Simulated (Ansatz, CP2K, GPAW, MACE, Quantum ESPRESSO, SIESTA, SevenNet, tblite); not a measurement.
# Running random rock-salt alloy of NbC and TiC (64 atoms) with Quantum ESPRESSO

How do the settings of Quantum ESPRESSO change the result for random rock-salt alloy of NbC and TiC (64 atoms)? A plane-wave run serves as the yardstick.

Calculated with Quantum ESPRESSO 7.5; the method is named at each step.

## 1. Set-up

The cell holds 64 atoms: 20 Ti, 32 C and 12 Nb. Its edges and angles: a = 8.762 Å, b = 8.762 Å, c = 8.762 Å, α = 90.0°, β = 90.0°, γ = 90.0°. It derives from NbC (rock-salt), repeated 2×2×2. Rock-salt NbC, 2 x 2 x 2 conventional cells, 20 of 32 Nb sites given to Ti at random (x = 0.625), lattice by Vegard's rule (a = 4.381 Å); not relaxed, displaced by a Gaussian of 0.02 Å. Then every atom was moved at random, 0.02 Å r.m.s. a Cartesian component.

The yardstick, on the same geometry:

- method: Kohn-Sham DFT, PBE, PAW, plane waves (Ansatz 0.2.0); cutoff 420 eV, Γ point, fermi-dirac smearing of 0.05 eV; PAW set soft_2
- r.m.s. force component: 0.5164 eV/Å
- longest force: 2.163 eV/Å
- pressure: 2.989 GPa
- spacing of highest filled and lowest empty level: 0.3694 eV
- SCF cycles: 7
- time: 11 s on 4 threads of Arm Neoverse V1, shared host
- CPU time: 35 s

## 2. PBE, sssp-1.3.0-efficiency, 45/360 Ry

Method: Kohn-Sham DFT, PBE, SSSP efficiency 1.3.0 pseudopotentials, plane waves.

pw.in

```
&control
  calculation = 'scf'
  pseudo_dir = './pseudo'
  outdir = './tmp'
  disk_io = 'none'
  tprnfor = .true.
  tstress = .true.
/
&system
  ibrav = 0
  nat = 64
  ntyp = 3
  ecutwfc = 45
  ecutrho = 360
  nosym = .true.
  occupations = 'smearing'
  smearing = 'fd'
  degauss = 0.003675
/
&electrons
  conv_thr = 3.2e-07
  electron_maxstep = 100
  mixing_beta = 0.2
  mixing_mode = 'local-TF'
  diagonalization = 'david'
/
ATOMIC_SPECIES
Ti 47.867 Ti.upf
C 12.011 C.upf
Nb 92.906 Nb.upf
CELL_PARAMETERS angstrom
8.76240 0.00000 0.00000
0.00000 8.76240 0.00000
0.00000 0.00000 8.76240
ATOMIC_POSITIONS crystal
Ti 0.00160 0.00252 0.00218
C 0.25329 0.00012 0.00156
Nb 0.99677 0.24866 0.25305
C 0.25189 0.25325 0.24903
Ti 0.25004 0.00196 0.24885
C 0.99798 0.00572 0.24824
Ti 0.24299 0.25425 0.99947
C 0.00211 0.25113 0.99974
Ti 0.99815 0.00079 0.49828
C 0.25399 0.00541 0.49587
Ti 0.00015 0.25545 0.75274
C 0.25148 0.25488 0.75225
Ti 0.25512 0.99832 0.74771
C 0.99686 0.00548 0.74953
Nb 0.25361 0.25202 0.49761
C 0.99844 0.24405 0.50242
Nb 0.00217 0.50223 0.99971
C 0.24962 0.49836 0.99525
Nb 0.99372 0.74957 0.25023
C 0.24956 0.74559 0.25077
Ti 0.25571 0.50485 0.24561
C 0.99659 0.50675 0.25581
Nb 0.24801 0.74800 0.99844
C 0.99930 0.74902 0.99856
Nb 0.00442 0.49713 0.50103
C 0.24651 0.50055 0.49684
Ti 0.00227 0.75411 0.75352
C 0.25169 0.74882 0.74849
Ti 0.24709 0.50207 0.74985
C 0.00889 0.49942 0.74084
Nb 0.24905 0.75431 0.50143
C 0.99597 0.75446 0.49796
Ti 0.49961 0.99679 0.99931
C 0.75244 0.99625 0.99861
Ti 0.50052 0.24442 0.24918
C 0.74724 0.25373 0.24925
Nb 0.74644 0.99677 0.24851
C 0.50080 0.00528 0.24919
Nb 0.75151 0.25060 0.99777
C 0.49640 0.24500 0.00413
Ti 0.49834 0.00324 0.49935
C 0.74730 0.00183 0.50134
Nb 0.50037 0.25013 0.74938
C 0.74743 0.25491 0.74938
Nb 0.75192 0.00266 0.74718
C 0.49875 0.99584 0.75345
Ti 0.74764 0.24569 0.50281
C 0.49819 0.25372 0.49839
Ti 0.50508 0.50113 0.00015
C 0.74888 0.49976 0.99699
Ti 0.50089 0.75177 0.24745
C 0.74915 0.75191 0.25271
Ti 0.75559 0.49970 0.25136
C 0.50565 0.49599 0.24941
Ti 0.75200 0.74665 0.00280
C 0.49967 0.74905 0.00021
[... 4 atom lines left out ...]
Ti 0.75146 0.50084 0.74807
C 0.49562 0.50103 0.74898
Ti 0.74638 0.75558 0.50132
C 0.49891 0.74977 0.50364
K_POINTS gamma
```

Started as:

```
$ OMP_NUM_THREADS=1 mpirun -np 2 pw.x -in pw.in > output.txt
```

What it wrote:

```text
Program PWSCF
     gamma-point specific algorithms are used
     Parallelization info
     sticks:   dense  smooth     PW     G-vecs:    dense   smooth      PW
     Min        3921    1968    485               261652    92591   11511
     Max        3924    1969    488               261653    92592   11520
     Sum        7845    3937    973               523305   185183   23031
     bravais-lattice index     =            0
     lattice parameter (alat)  =      16.5585  a.u.
     unit-cell volume          =    4540.1042 (a.u.)^3
     number of atoms/cell      =           64
     number of atomic types    =            3
     number of electrons       =       524.00
     number of Kohn-Sham states=          314
     kinetic-energy cutoff     =      45.0000  Ry
     charge density cutoff     =     360.0000  Ry
     scf convergence threshold =      3.2E-07
     mixing beta               =       0.2000
     number of iterations used =            8  local-TF  mixing
     Exchange-correlation= SLA  PW   PBX  PBC
                           (   1   4   3   4   0   0   0)
     crystal axes: (cart. coord. in units of alat)
               a(1) = (   1.000000   0.000000   0.000000 )
               a(2) = (   0.000000   1.000000   0.000000 )
               a(3) = (   0.000000   0.000000   1.000000 )
     reciprocal axes: (cart. coord. in units 2 pi/alat)
               b(1) = (  1.000000  0.000000  0.000000 )
               b(2) = (  0.000000  1.000000  0.000000 )
               b(3) = (  0.000000  0.000000  1.000000 )
     PseudoPot. # 1 for Ti:
     Pseudo is Ultrasoft + core correction, Zval = 12.0
     PseudoPot. # 2 for C :
     Pseudo is Projector augmented-wave + core cor, Zval =  4.0
     PseudoPot. # 3 for Nb:
     Pseudo is Projector augmented-wave + core cor, Zval = 13.0
     atomic species   valence    mass     pseudopotential
     Ti               12.00    47.86700     Ti( 1.00)
     C                 4.00    12.01100     C ( 1.00)
     Nb               13.00    92.90600     Nb( 1.00)
     No symmetry found
   Cartesian axes
     number of k points=     1  Fermi-Dirac smearing, width (Ry)=  0.0037
                       cart. coord. in units 2pi/alat
        k(    1) = (   0.0000000   0.0000000   0.0000000), wk =   2.0000000
     Dense  grid:   261653 G-vectors     FFT dimensions: ( 108, 108, 108)
     Smooth grid:    92592 G-vectors     FFT dimensions: (  72,  72,  72)
     Check: negative core charge=   -0.000014
     Initial potential from superposition of free atoms
     starting charge     503.9723, renormalised to     524.0000
     negative rho (up, down):  2.743E-02 0.000E+00
     Starting wfcs are  448 randomized atomic wfcs
     Self-consistent Calculation
     iteration #  1     ecut=    45.00 Ry     beta= 0.20
     negative rho (up, down):  2.504E-02 0.000E+00
     total energy              =   -7000.10526282 Ry
     estimated scf accuracy    <      92.76005631 Ry
     iteration #  2     ecut=    45.00 Ry     beta= 0.20
     negative rho (up, down):  2.077E-02 0.000E+00
     total energy              =   -6987.50947848 Ry
     estimated scf accuracy    <      59.73410437 Ry
     iteration #  3     ecut=    45.00 Ry     beta= 0.20
     negative rho (up, down):  1.746E-02 0.000E+00
     total energy              =   -6986.98517395 Ry
     estimated scf accuracy    <      14.43249284 Ry
     iteration #  4     ecut=    45.00 Ry     beta= 0.20
     negative rho (up, down):  1.842E-02 0.000E+00
     total energy              =   -6989.12206773 Ry
     estimated scf accuracy    <       4.58747098 Ry
     iteration #  5     ecut=    45.00 Ry     beta= 0.20
     negative rho (up, down):  1.799E-02 0.000E+00
     total energy              =   -6989.58751159 Ry
     estimated scf accuracy    <       1.86510982 Ry
     iteration #  6     ecut=    45.00 Ry     beta= 0.20
[...]
total energy              =   -6989.55875704 Ry
     estimated scf accuracy    <       0.43779635 Ry
[...]
c_bands:  1 eigenvalues not converged
[...]
total energy              =   -6989.65717959 Ry
[...]
iteration # 18     ecut=    45.00 Ry     beta= 0.20
[...]
total energy              =   -6989.65717976 Ry
     estimated scf accuracy    <       0.00000302 Ry
     iteration # 19     ecut=    45.00 Ry     beta= 0.20
[...]
total energy              =   -6989.65718034 Ry
     estimated scf accuracy    <       0.00000154 Ry
     iteration # 20     ecut=    45.00 Ry     beta= 0.20
     negative rho (up, down):  2.069E-02 0.000E+00
     End of self-consistent calculation
          k = 0.0000 0.0000 0.0000 ( 11516 PWs)   bands (ev):
   -40.6677 -40.6486 -40.6381 -40.6258 -40.6201 -40.6066 -40.6053 -40.5932
   -40.5861 -40.5836 -40.5735 -40.5720 -40.5652 -40.5606 -40.5582 -40.5512
   -40.5393 -40.5239 -40.5050 -40.4865 -38.9042 -38.8861 -38.8637 -38.8506
   -38.8365 -38.8264 -38.8208 -38.8112 -38.8060 -38.7692 -38.7569 -38.7471
   -17.0814 -17.0668 -17.0592 -17.0527 -17.0209 -17.0163 -17.0013 -16.9948
   -16.9940 -16.9876 -16.9821 -16.9752 -16.9688 -16.9607 -16.9576 -16.9543
[...]
18.5566  18.5771  18.5903  18.6151  18.6311  18.6538  18.6630  18.6654
    18.6850  18.6983  18.7179  18.7431  18.7506  18.7890  18.8137  18.8813
    18.8847  18.8880  18.9068  18.9173  18.9235  18.9408  18.9546  19.0839
    19.1168  19.1218
     the Fermi energy is    16.1379 ev
!    total energy              =   -6989.65718056 Ry
     estimated scf accuracy    <       0.00000005 Ry
     smearing contrib. (-TS)   =      -0.00461668 Ry
     internal energy E=F+TS    =   -6989.65256388 Ry
     The total energy is F=E-TS. E is the sum of the following terms:
     one-electron contribution =    -651.80584506 Ry
     hartree contribution      =     632.79823886 Ry
     xc contribution           =    -856.81328823 Ry
     ewald contribution        =   -3414.32750487 Ry
     one-center paw contrib.   =   -2699.50416459 Ry
     convergence has been achieved in  20 iterations
     negative rho (up, down):  2.069E-02 0.000E+00
     Forces acting on atoms (cartesian axes, Ry/au):
     atom    1 type  1   force =     0.01854123   -0.00652373   -0.02991850
     atom    2 type  2   force =    -0.01924215    0.00919549   -0.00779118
     atom    3 type  3   force =     0.00840649    0.00941804   -0.00640485
     atom    4 type  2   force =     0.00502529   -0.00404132   -0.01396073
     atom    5 type  1   force =     0.01656714   -0.00808761   -0.01771887
     atom    6 type  2   force =     0.01711667   -0.02077018    0.01075228
[...]
atom   62 type  2   force =     0.01675942    0.00561113    0.01433538
     atom   63 type  1   force =    -0.00337790   -0.02073096    0.02030010
     atom   64 type  2   force =     0.01116948    0.01142871   -0.01931737
     Total force =     0.280040     Total SCF correction =     0.000641
     Computing stress (Cartesian axis) and pressure
     negative rho (up, down):  2.069E-02 0.000E+00
          total   stress  (Ry/bohr**3)                   (kbar)     P=       29.44
   0.00021161  -0.00000450   0.00002379           31.13       -0.66        3.50
  -0.00000450   0.00021380   0.00000274           -0.66       31.45        0.40
   0.00002379   0.00000274   0.00017499            3.50        0.40       25.74
     Message from routine punch:
     Nothing written, as per user request (disk_io='none')
```

Wall time 3.8 min (2 MPI ranks of Arm Neoverse V1, shared host); peak memory 1.4 GiB; 7.6 min of CPU time.

Banners, paths, timers and routine set-up lines are dropped from the logs unmarked, and long logs keep their key lines alone; longer cuts are marked.

Compared with the plane-wave run:

* r.m.s. force component: 0.5196 eV/Å
* r.m.s. difference of force components: 8.127 meV/Å
* longest difference of force vectors: 29.77 meV/Å
* force difference over r.m.s. force: 1.574 %
* slope of forces against the reference's: 1.006
* correlation of force components: 0.9999
* pressure: 2.944 GPa
* pressure difference: -0.0446 GPa

Length of the force difference by element (eV/Å):

```
element  atoms    mean    most
      C     32   0.018   0.030
     Nb     12  0.0047   0.007
     Ti     20  0.0024  0.0054
```

A closer look about C6, picked at random: 9 atoms, nearest first, numbered in the order of the input, with positions taken from that point.

```
atom      x      y      z  distance (Å)  bonds     Fx     Fy  Fz (eV/Å)
  C6   0.00   0.00   0.00          0.00      6   0.44  -0.53       0.28
 Nb3  -0.01   2.13   0.04          2.13      6   0.22   0.24      -0.16
 Ti1   0.03  -0.03  -2.16          2.16      6   0.48  -0.17      -0.77
 Ti9   0.00  -0.04   2.19          2.19      6   0.52   0.15       0.59
Nb37  -2.20  -0.08   0.00          2.21      6   0.05   0.57       0.05
 Ti5   2.21  -0.03   0.01          2.21      6   0.43  -0.21      -0.46
Nb19  -0.04  -2.24   0.02          2.24      6   0.43   0.70       0.35
 C16   0.00   2.09   2.23          3.05      6  -0.15   0.49       0.10
  C8   0.04   2.15  -2.18          3.06      6  -0.10  -0.42      -0.27
```

Forces lie 1.6 % from the reference's, at 13 times its CPU time (on 2 against 4 cores).

## 3. PBE, gbrv-1.5, 40/200 Ry

Method: Kohn-Sham DFT, PBE, GBRV 1.5 ultrasoft pseudopotentials, plane waves.

The pseudopotential files are exchanged too: ./pseudo now holds the set gbrv-pbe-1.5.

pw.in, as its differences from that of step 2:

```diff
@@ -12,4 +12,4 @@
   ntyp = 3
-  ecutwfc = 45
-  ecutrho = 360
+  ecutwfc = 40
+  ecutrho = 200
   nosym = .true.
```

What it wrote:

```text
[banner, memory and clock lines left out]
Program PWSCF
     gamma-point specific algorithms are used
[... lines left out ...]
     total energy              =   -4169.35217788 Ry
[... lines left out ...]
     c_bands:  1 eigenvalues not converged
[... lines left out ...]
     total energy              =   -4171.15847495 Ry
[... lines left out ...]
     total energy              =   -4171.15847491 Ry
[... lines left out ...]
     the Fermi energy is    16.1384 ev
!    total energy              =   -4171.15847480 Ry
[... lines left out ...]
     The total energy is F=E-TS. E is the sum of the following terms:
[... lines left out ...]
     convergence has been achieved in  29 iterations
[... lines left out ...]
     atom    1 type  1   force =     0.01832426   -0.00655670   -0.02987059
     atom    2 type  2   force =    -0.01932581    0.00834238   -0.00800375
     atom    3 type  3   force =     0.00849524    0.00926382   -0.00639487
[...]
atom   63 type  1   force =    -0.00325831   -0.02079218    0.02020512
     atom   64 type  2   force =     0.01027673    0.01066753   -0.01940870
     Total force =     0.277757     Total SCF correction =     0.001420
     Computing stress (Cartesian axis) and pressure
     negative rho (up, down):  1.913E-02 0.000E+00
          total   stress  (Ry/bohr**3)                   (kbar)     P=       26.06
   0.00018858  -0.00000434   0.00002348           27.74       -0.64        3.45
  -0.00000434   0.00019063   0.00000283           -0.64       28.04        0.42
   0.00002348   0.00000283   0.00015229            3.45        0.42       22.40
     Message from routine punch:
     Nothing written, as per user request (disk_io='none')
```

Wall time 3.1 min (2 MPI ranks); peak memory 0.73 GiB.

Numbers from this run, and their distance from the reference:

```yaml
r_m_s_force_component: 0.5154 eV/Å
r_m_s_difference_of_force_components: 4.542 meV/Å
longest_difference_of_force_vectors: 16.17 meV/Å
force_difference_over_r_m_s_force: 0.8795 %
slope_of_forces_against_the_reference_s: 0.998
correlation_of_force_components: 1
pressure: 2.606 GPa
pressure_difference: -0.3826 GPa
```

Against the first run (1.6 %), the force difference from the reference is 0.88 %, at 0.82 times the CPU time (29 SCF steps against 20).

The run ends at a pressure of 2.61 GPa, with forces up to 2.2 eV/Å.

## 4. The ladder

Differences are against the plane-wave reference, forces as r.m.s. over components; share is that over the reference's r.m.s. force, slope the least-squares factor from reference forces to these. Total energies of different programs have different zeros and aren't compared.

```
                                     run  Δ force, r.m.s. (meV/Å)  share (%)  slope  Δ pressure (GPa)  cores  CPU time  memory (GiB)
                               reference                        -          -      -                 -      4      35 s          0.96
QE PBE, sssp-1.3.0-efficiency, 45/360 Ry                     8.13       1.57  1.006           -0.0446      2   7.6 min           1.4
             QE PBE, gbrv-1.5, 40/200 Ry                     4.54      0.879  0.998            -0.383      2   6.2 min          0.73
```

CPU time is summed over cores on a shared host, where runs went side by side, so it is rough. Symmetry, cutoffs, thresholds, outputs and thread counts weren't matched or tuned between programs; memory under MPI is the largest rank's times the ranks.

A second geometry, displaced anew (every atom was moved at random, 0.04 Å r.m.s. a Cartesian component), gives an energy difference that all programs can be tested on. The reference puts it at 33.01 meV/atom.

```csv
run,energy less the first geometry's (meV/atom),error (meV/atom),force share at the second geometry (%)
"QE PBE, sssp-1.3.0-efficiency, 45/360 Ry",33.10,0.0974,1.05
"QE PBE, gbrv-1.5, 40/200 Ry",33.02,0.0113,0.542
```

## 5. Summary of results

| Item | Value |
| --- | --- |
| nearest in forces | QE PBE, gbrv-1.5, 40/200 Ry, 0.88 % |
| its CPU time | 6.2 min |

**Reading.** PBE on plane waves or a grid with other potentials, cutoffs or grids differs from the reference by 0.88 % (QE PBE, gbrv-1.5, 40/200 Ry) to 1.6 % (QE PBE, sssp-1.3.0-efficiency, 45/360 Ry) of the r.m.s. force; this holds the reference's own error, so differences of a few per cent don't tell which side is nearer the exact PBE result (QE's 45 Ry are 612 eV, against the reference's 420 eV). None of the electronic-structure runs in the table takes under half the reference's CPU time of 35 s; they take 11 to 13 times as much. The energy difference between the two geometries, 33.0 meV/atom in the reference, is met best by QE PBE, gbrv-1.5, 40/200 Ry (+0.0113) and worst by QE PBE, sssp-1.3.0-efficiency, 45/360 Ry (+0.0974). The host structure and its lattice constant were typed by rule, without a check against the phase diagram. The reference's pressure of 3.0 GPa belongs to a cell and atoms that aren't relaxed at this level. The electronic-structure runs sample only Γ, in a cell whose shortest periodic width is 9 Å.

[Also dropped from logs without a mark: logging warnings of Python, and SIESTA's first energy breakdown and zero terms.]

[Logs are printed without paths, hosts, clocks, repeated set-up lines and the standing remarks that a program may print on its own settings, such as how far it seeks lower states.]

[Hosts, paths, dates, database ids (printed as entryN), source tags and the programs' standing remarks are cut or masked in the printed files.]
